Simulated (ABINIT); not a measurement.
# GaP (F-43m): G0W0 in ABINIT against the screening cutoff in the self-energy

Aim: move the screening cutoff in the self-energy of a G0W0 run on GaP (F-43m) over a wide range.

Calculated with ABINIT 10.8.3; PBE and many-body steps on it, plane waves.

## Step 1: Starting point

It takes space group F-43m (No. 216, cubic). Conventional cell: a = 5.450 Å, b = 5.450 Å, c = 5.450 Å, α = 90.00°, β = 90.00°, γ = 90.00°. Nearest to Ga lie 4 P at 2.36 Å. Nearest to P lie 4 Ga at 2.36 Å. Farther neighbours are not listed.

The cell and positions come from the Crystallography Open Database and are kept as given unless a step says otherwise.

## Step 2: Screening, 4×4×4 mesh, 100 bands, screening to 176.9 eV

This step: ABINIT 10.8.3; RPA screening on PBE, plane waves, norm-conserving pseudopotentials.

The RPA dielectric matrix is built and inverted for each q.

The input, run.abi:

```
acell 3*1.0 Angstrom
rprim 
  0.000000000000 2.725250000000 2.725250000000
  2.725250000000 0.000000000000 2.725250000000
  2.725250000000 2.725250000000 0.000000000000
ntypat 2
znucl 31 15
natom 2
typat 1 2
xred 
  0.000000000000 0.000000000000 0.000000000000
  0.250000000000 0.250000000000 0.250000000000
pp_dirpath "pseudos"
pseudos "Ga.upf, P.upf"
ecut 36
ngkpt 4 4 4
nshiftk 1
shiftk 0 0 0
kptopt 1
chksymbreak 0
istwfk *1
occopt 1
irdwfk 1
optdriver 3
nband 100
ecuteps 6.5
inclvkb 2
awtr 1
symchi 1
indata_prefix "in"
outdata_prefix "out"
tmpdata_prefix "tmp"
```

Started as:

```bash
OMP_NUM_THREADS=1 mpirun -n 4 abinit run.abi > log
```

What it wrote:

```text
.Version 10.8.3 of ABINIT. v10.8.2 released Aug 2026.

 Symmetries : space group F-4 3 m (#216); Bravais cF (face-center cubic)
[... echo of the input left out ...]
== DATASET  1 ==================================================================
-   mpi_nproc: 4, omp_nthreads: 1 (-1 if OMP is not activated)

--- !DatasetInfo
iteration_state: {dtset: 1, }
dimensions: {natom: 2, nkpt: 8, mband: 100, nsppol: 1, nspinor: 1, nspden: 1, mpw: 2832, }
cutoff_energies: {ecut:  36.0, pawecutdg:  -1.0, }
electrons: {nelect:   1.80000000E+01, charge:   0.00000000E+00, occopt:   1.00000000E+00, tsmear:   1.00000000E-02, }

 SCREENING: Calculation of the susceptibility and dielectric matrices

 Based on a program developped by R.W. Godby, V. Olevano, G. Onida, and L. Reining.
 Incorporated in ABINIT by V. Olevano, G.-M. Rignanese, and M. Torrent.
.Using double precision arithmetic ; gwpc =  8

[... cell and pseudopotentials left out ...]
--------------------------------------------------------------------------------

 ==== K-mesh for the wavefunctions ====
 Number of points in the irreducible wedge :     8
[... list of points left out ...]
 Together with 24 symmetry operations and time-reversal symmetry
 yields    64 points in the full Brillouin Zone.

 ==== Q-mesh for the screening function ====
 Number of points in the irreducible wedge :     8
[... list of points left out ...]
 Together with 24 symmetry operations and time-reversal symmetry
 yields    64 points in the full Brillouin Zone.

 setmesh: FFT mesh size selected  =    27x   27x   27
          total number of points  =        19683

 vcoul_init : cutoff-mode = AUXILIARY_FUNCTION
 q-points for optical limit:   1
     1)      0.000010    0.000020    0.000030

- screening: taking advantage of time-reversal symmetry
- Maximum band index for partially occupied states nbvw = 9
- Remaining bands to be divided among processors   nbcw = 91
- Number of bands treated by each node ~22

 Number of electrons calculated from density =   18.0000; Expected =   18.0000
 average of density, n =  0.065891
 r_s =    1.5359
 omega_plasma =   24.7610 [eV]

 calculating chi0 at frequencies [eV] :
  1    0.000000E+00    0.000000E+00
  2    0.000000E+00    2.476105E+01

--------------------------------------------------------------------------------
  q-point number  1        q = ( 0.000000, 0.000000, 0.000000) [r.l.u.]
--------------------------------------------------------------------------------
[... chi0 elements left out ...]
 For q-point:  0.000010 0.000020 0.000030
  dielectric constant =  18.0732
  dielectric constant without local fields =  19.6151

  Average fulfillment of the sum rule on Im[epsilon] for q-point    1 :     65.95  [%]
[... wings left out ...]
  q-point number  2        q = ( 0.250000, 0.000000, 0.000000) [r.l.u.]
--------------------------------------------------------------------------------
[... chi0 elements left out ...]
  Average fulfillment of the sum rule on Im[epsilon] for q-point    2 :     79.31  [%]

 [... 6 further q-points ...]
```

Run time: 18 s. Hardware: 4 MPI ranks of Arm Neoverse V1, shared host; peak memory 0.65 GiB; 73 s of CPU time.

This step gave:

| Quantity | Value |
| --- | --- |
| ε∞ with local fields, on this mesh, along the program's q direction | 18.07 |
| the same without local fields | 19.62 |
| plasma frequency | 24.76 eV |
| plane waves in the screening matrix | 181 |

Local fields lower ε∞ by 8 %. On a Γ-centred mesh this coarse the value itself is usually too large, while a short band sum pulls it down.

## Step 3: 0.7 Ha

This step: G0W0 on PBE, plane waves, norm-conserving pseudopotentials.

Edit run.abi of step 2 so:

```diff
@@ -23,8 +23,17 @@
 irdwfk 1
-optdriver 3
+optdriver 4
 nband 100
-ecuteps 6.5
-inclvkb 2
-awtr 1
-symchi 1
+gwcalctyp 0
+ecutsigx 36
+symsigma 1
+nkptgw 2
+kptgw 
+  0.0000000000 0.0000000000 0.0000000000
+  0.5000000000 0.5000000000 0.0000000000
+bdgw 
+  7 13
+  8 11
+ecuteps 0.7
+irdscr 1
+ppmodel 1
 indata_prefix "in"
```

What it wrote:

```text
.Version 10.8.3 of ABINIT. v10.8.2 released Aug 2026.

 Symmetries : space group F-4 3 m (#216); Bravais cF (face-center cubic)
[... echo of the input left out ...]
== DATASET  1 ==================================================================
-   mpi_nproc: 4, omp_nthreads: 1 (-1 if OMP is not activated)

--- !DatasetInfo
iteration_state: {dtset: 1, }
dimensions: {natom: 2, nkpt: 8, mband: 100, nsppol: 1, nspinor: 1, nspden: 1, mpw: 2832, }
cutoff_energies: {ecut:  36.0, pawecutdg:  -1.0, }
electrons: {nelect:   1.80000000E+01, charge:   0.00000000E+00, occopt:   1.00000000E+00, tsmear:   1.00000000E-02, }

 SIGMA: Calculation of the GW corrections

 Based on a program developped by R.W. Godby, V. Olevano, G. Onida, and L. Reining.
 Incorporated in ABINIT by V. Olevano, G.-M. Rignanese, and M. Torrent.
.Using double precision arithmetic ; gwpc =  8

[... cell and pseudopotentials left out ...]
--------------------------------------------------------------------------------

 ==== K-mesh for the wavefunctions ====
 Number of points in the irreducible wedge :     8
[... list of points left out ...]
 Together with 24 symmetry operations and time-reversal symmetry
 yields    64 points in the full Brillouin Zone.

 ==== Q-mesh for screening function ====
 Number of points in the irreducible wedge :     8
[... list of points left out ...]
 Together with 24 symmetry operations and time-reversal symmetry
 yields    64 points in the full Brillouin Zone.

 vcoul_init : cutoff-mode = AUXILIARY_FUNCTION
 q-points for optical limit:   1
     1)      0.000010    0.000020    0.000030
 setmesh: FFT mesh size selected  =    40x   40x   40
          total number of points  =        64000

 Number of electrons calculated from density =   18.0000; Expected =   18.0000
 average of density, n =  0.065891
 r_s =    1.5359
 omega_plasma =   24.7610 [eV]

 === KS Band Gaps ===
  >>>> For spin  1
   Minimum direct gap =   1.8169 [eV], located at k-point      :   0.0000  0.0000  0.0000
   Fundamental gap    =   1.6526 [eV], Top of valence bands at :   0.0000  0.0000  0.0000
                                       Bottom of conduction at :   0.5000  0.5000  0.0000
 SIGMA fundamental parameters:
 PLASMON POLE MODEL  1
 number of plane-waves for SigmaX                 2741
 number of plane-waves for SigmaC and W              9
 number of plane-waves for wavefunctions          2741
 number of bands                                   100
 number of independent spin polarizations            1
 number of spinorial components                      1
 number of k-points in IBZ                           8
 number of q-points in IBZ                           8
 number of symmetry operations                      24
 number of k-points in BZ                           64
 number of q-points in BZ                           64
 number of frequencies for dSigma/dE                 9
 frequency step for dSigma/dE [eV]                0.25
 number of omega for Sigma on real axis              0
 max omega for Sigma on real axis  [eV]           0.00
 zcut for avoiding poles [eV]                     0.10

 EPSILON^-1 parameters (SCR file):
 dimension of the eps^-1 matrix on file            181
 dimension of the eps^-1 matrix used                 9
 number of plane-waves for wavefunctions          2741
 number of bands                                   100
 number of q-points in IBZ                           8
 number of frequencies                               2
 number of real frequencies                          1
 number of imag frequencies                          1

 matrix elements of self-energy operator (all in [eV])

 Perturbative Calculation

--- !SelfEnergy_ee
iteration_state: {dtset: 1, }
kpoint     : [   0.000,    0.000,    0.000, ]
spin       : 1
KS_gap     :    1.817
QP_gap     :    2.436
Delta_QP_KS:    0.619
data: !SigmaeeData |
     Band     E0 <VxcDFT>   SigX SigC(E0)      Z dSigC/dE  Sig(E)    E-E0       E
        7   4.357 -12.838 -14.651   2.041   0.819  -0.221 -12.652   0.187   4.544
        8   4.357 -12.838 -14.651   2.041   0.819  -0.221 -12.652   0.187   4.544
        9   4.357 -12.838 -14.651   2.041   0.819  -0.221 -12.652   0.187   4.544
       10   6.174 -12.306  -7.906  -3.421   0.823  -0.216 -11.500   0.806   6.980
       11   8.244 -10.862  -6.778  -3.451   0.819  -0.221 -10.344   0.519   8.763
       12   8.244 -10.862  -6.778  -3.451   0.819  -0.221 -10.344   0.519   8.763
       13   8.244 -10.862  -6.778  -3.451   0.819  -0.221 -10.344   0.519   8.763

--- !SelfEnergy_ee
iteration_state: {dtset: 1, }
kpoint     : [   0.500,    0.500,    0.000, ]
spin       : 1
KS_gap     :    4.335
QP_gap     :    5.033
Delta_QP_KS:    0.698
data: !SigmaeeData |
     Band     E0 <VxcDFT>   SigX SigC(E0)      Z dSigC/dE  Sig(E)    E-E0       E
        8   1.674 -11.507 -14.675   2.794   0.804  -0.243 -11.808  -0.301   1.374
        9   1.674 -11.507 -14.675   2.794   0.804  -0.243 -11.808  -0.301   1.374
       10   6.010  -9.355  -5.501  -3.373   0.825  -0.211  -8.958   0.397   6.407
       11   6.179 -10.511  -6.390  -3.359   0.823  -0.215  -9.884   0.627   6.806

== END DATASET(S) ==============================================================
================================================================================

 -outvars: echo values of variables after computation  --------
           etotal      0.0000000000E+00
            nband         100
             nkpt           8
          spgroup         216
 [... the other variables as echoed above ...]

 Calculation completed.
```

Elapsed: 3.5 s, on 4 MPI ranks; peak memory 0.45 GiB.

This step gave:

```yaml
g0w0_gap_on_the_points_computed: 1.863 eV
starting_gap_on_the_mesh: 1.653 eV
k_of_the_valence_top: 0, 0, 0
k_of_the_conduction_bottom: 0.5, 0.5, 0
z_at_the_valence_top: 0.819
z_at_the_conduction_bottom: 0.825
least_direct_g0w0_gap_on_the_computed_points: 2.436 eV
```

## Step 4: 1.3 Ha

Edit run.abi of step 3 so:

```diff
@@ -35,3 +35,3 @@
   8 11
-ecuteps 0.7
+ecuteps 1.3
 irdscr 1
```

What it wrote:

```text
.Version 10.8.3 of ABINIT. v10.8.2 released Aug 2026.

 Symmetries : space group F-4 3 m (#216); Bravais cF (face-center cubic)
[... echo of the input left out ...]
== DATASET  1 ==================================================================
-   mpi_nproc: 4, omp_nthreads: 1 (-1 if OMP is not activated)

--- !DatasetInfo
iteration_state: {dtset: 1, }
dimensions: {natom: 2, nkpt: 8, mband: 100, nsppol: 1, nspinor: 1, nspden: 1, mpw: 2832, }
cutoff_energies: {ecut:  36.0, pawecutdg:  -1.0, }
electrons: {nelect:   1.80000000E+01, charge:   0.00000000E+00, occopt:   1.00000000E+00, tsmear:   1.00000000E-02, }

 SIGMA: Calculation of the GW corrections

 Based on a program developped by R.W. Godby, V. Olevano, G. Onida, and L. Reining.
 Incorporated in ABINIT by V. Olevano, G.-M. Rignanese, and M. Torrent.
.Using double precision arithmetic ; gwpc =  8

[... cell and pseudopotentials left out ...]
--------------------------------------------------------------------------------

 ==== K-mesh for the wavefunctions ====
 Number of points in the irreducible wedge :     8
[... list of points left out ...]
 Together with 24 symmetry operations and time-reversal symmetry
 yields    64 points in the full Brillouin Zone.

 ==== Q-mesh for screening function ====
 Number of points in the irreducible wedge :     8
[... list of points left out ...]
 Together with 24 symmetry operations and time-reversal symmetry
 yields    64 points in the full Brillouin Zone.

 vcoul_init : cutoff-mode = AUXILIARY_FUNCTION
 q-points for optical limit:   1
     1)      0.000010    0.000020    0.000030
 setmesh: FFT mesh size selected  =    40x   40x   40
          total number of points  =        64000

 Number of electrons calculated from density =   18.0000; Expected =   18.0000
[...]
number of omega for Sigma on real axis              0
 max omega for Sigma on real axis  [eV]           0.00
 zcut for avoiding poles [eV]                     0.10

 EPSILON^-1 parameters (SCR file):
 dimension of the eps^-1 matrix on file            181
 dimension of the eps^-1 matrix used                15
 number of plane-waves for wavefunctions          2741
 number of bands                                   100
 number of q-points in IBZ                           8
 number of frequencies                               2
 number of real frequencies                          1
 number of imag frequencies                          1

 matrix elements of self-energy operator (all in [eV])

 Perturbative Calculation

--- !SelfEnergy_ee
iteration_state: {dtset: 1, }
kpoint     : [   0.000,    0.000,    0.000, ]
spin       : 1
KS_gap     :    1.817
QP_gap     :    2.236
Delta_QP_KS:    0.419
data: !SigmaeeData |
     Band     E0 <VxcDFT>   SigX SigC(E0)      Z dSigC/dE  Sig(E)    E-E0       E
        7   4.357 -12.838 -14.651   1.916   0.800  -0.249 -12.756   0.082   4.439
        8   4.357 -12.838 -14.651   1.916   0.800  -0.249 -12.756   0.082   4.439
        9   4.357 -12.838 -14.651   1.916   0.800  -0.249 -12.756   0.082   4.439
[...]
--- !SelfEnergy_ee
iteration_state: {dtset: 1, }
kpoint     : [   0.500,    0.500,    0.000, ]
spin       : 1
KS_gap     :    4.335
QP_gap     :    4.843
Delta_QP_KS:    0.508
data: !SigmaeeData |
     Band     E0 <VxcDFT>   SigX SigC(E0)      Z dSigC/dE  Sig(E)    E-E0       E
[...]
10   6.010  -9.355  -5.501  -3.684   0.814  -0.228  -9.216   0.139   6.148
       11   6.179 -10.511  -6.390  -3.622   0.810  -0.235 -10.107   0.404   6.584

== END DATASET(S) ==============================================================
================================================================================

 -outvars: echo values of variables after computation  --------
           etotal      0.0000000000E+00
            nband         100
             nkpt           8
          spgroup         216
 [... the other variables as echoed above ...]

 Calculation completed.
```

The job ended after 3.4 s (4 MPI ranks; peak memory 0.47 GiB).

This step gave:

```
G0W0 gap on the points computed              : 1.709 eV
starting gap on the mesh                     : 1.653 eV
k of the valence top                         : 0, 0, 0
k of the conduction bottom                   : 0.5, 0.5, 0
Z at the valence top                         : 0.8
Z at the conduction bottom                   : 0.814
least direct G0W0 gap on the computed points : 2.237 eV
```

## Step 5: 2.3 Ha

The self-energy is evaluated for the states that the input lists, and the levels follow from it, in one-shot runs by the linearised quasiparticle equation.

Edit run.abi of step 4 so:

```diff
@@ -35,3 +35,3 @@
   8 11
-ecuteps 1.3
+ecuteps 2.3
 irdscr 1
```

What it wrote:

```text
.Version 10.8.3 of ABINIT. v10.8.2 released Aug 2026.

 Symmetries : space group F-4 3 m (#216); Bravais cF (face-center cubic)
[... echo of the input left out ...]
== DATASET  1 ==================================================================
-   mpi_nproc: 4, omp_nthreads: 1 (-1 if OMP is not activated)

--- !DatasetInfo
iteration_state: {dtset: 1, }
dimensions: {natom: 2, nkpt: 8, mband: 100, nsppol: 1, nspinor: 1, nspden: 1, mpw: 2832, }
cutoff_energies: {ecut:  36.0, pawecutdg:  -1.0, }
[...]
Band     E0 <VxcDFT>   SigX SigC(E0)      Z dSigC/dE  Sig(E)    E-E0       E
[...]
10   6.010  -9.355  -5.501  -3.842   0.808  -0.238  -9.346   0.009   6.019
       11   6.179 -10.511  -6.390  -3.929   0.800  -0.249 -10.357   0.154   6.333

== END DATASET(S) ==============================================================
================================================================================

 -outvars: echo values of variables after computation  --------
           etotal      0.0000000000E+00
            nband         100
             nkpt           8
          spgroup         216
 [... the other variables as echoed above ...]

 Calculation completed.
```

Elapsed: 3.7 s, on 4 MPI ranks; peak memory 0.46 GiB; 15 s of CPU time.

This step gave:

```yaml
g0w0_gap_on_the_points_computed: 1.984 eV
starting_gap_on_the_mesh: 1.653 eV
k_of_the_valence_top: 0, 0, 0
k_of_the_conduction_bottom: 0.5, 0.5, 0
least_direct_g0w0_gap_on_the_computed_points: 2.347 eV
```

The gap on the mesh goes from 1.65 eV to 1.98 eV, a correction of +0.33 eV.

[end of part 1 of 2]

[Paths, hosts, dates, memory and timing lines, banners, echoed tables and standing remarks are left out of the program output.]

[Logs are printed without paths, hosts, clocks, repeated set-up lines and the standing remarks that a program may print on its own settings, such as how far it seeks lower states.]

[Runs of the session that timed out or met a known fault of the program may be left out.]

[No measured gap is set beside runs whose start may be inverted or whose files or cutoffs have a known fault.]

[Hosts, paths, dates, database ids (printed as entryN), source tags and the programs' standing remarks are cut or masked in the printed files.]

[G0W0 gaps are taken among the corrected bands and points alone; a level outside them can change the order at an edge.]

[Where Ansatz stands beside ABINIT at settings called matched, ABINIT's density can come from a denser mesh and the files from another edition; pairs whose starting gaps differed by over 0.03 eV were left out, so agreement reads better than it is.]
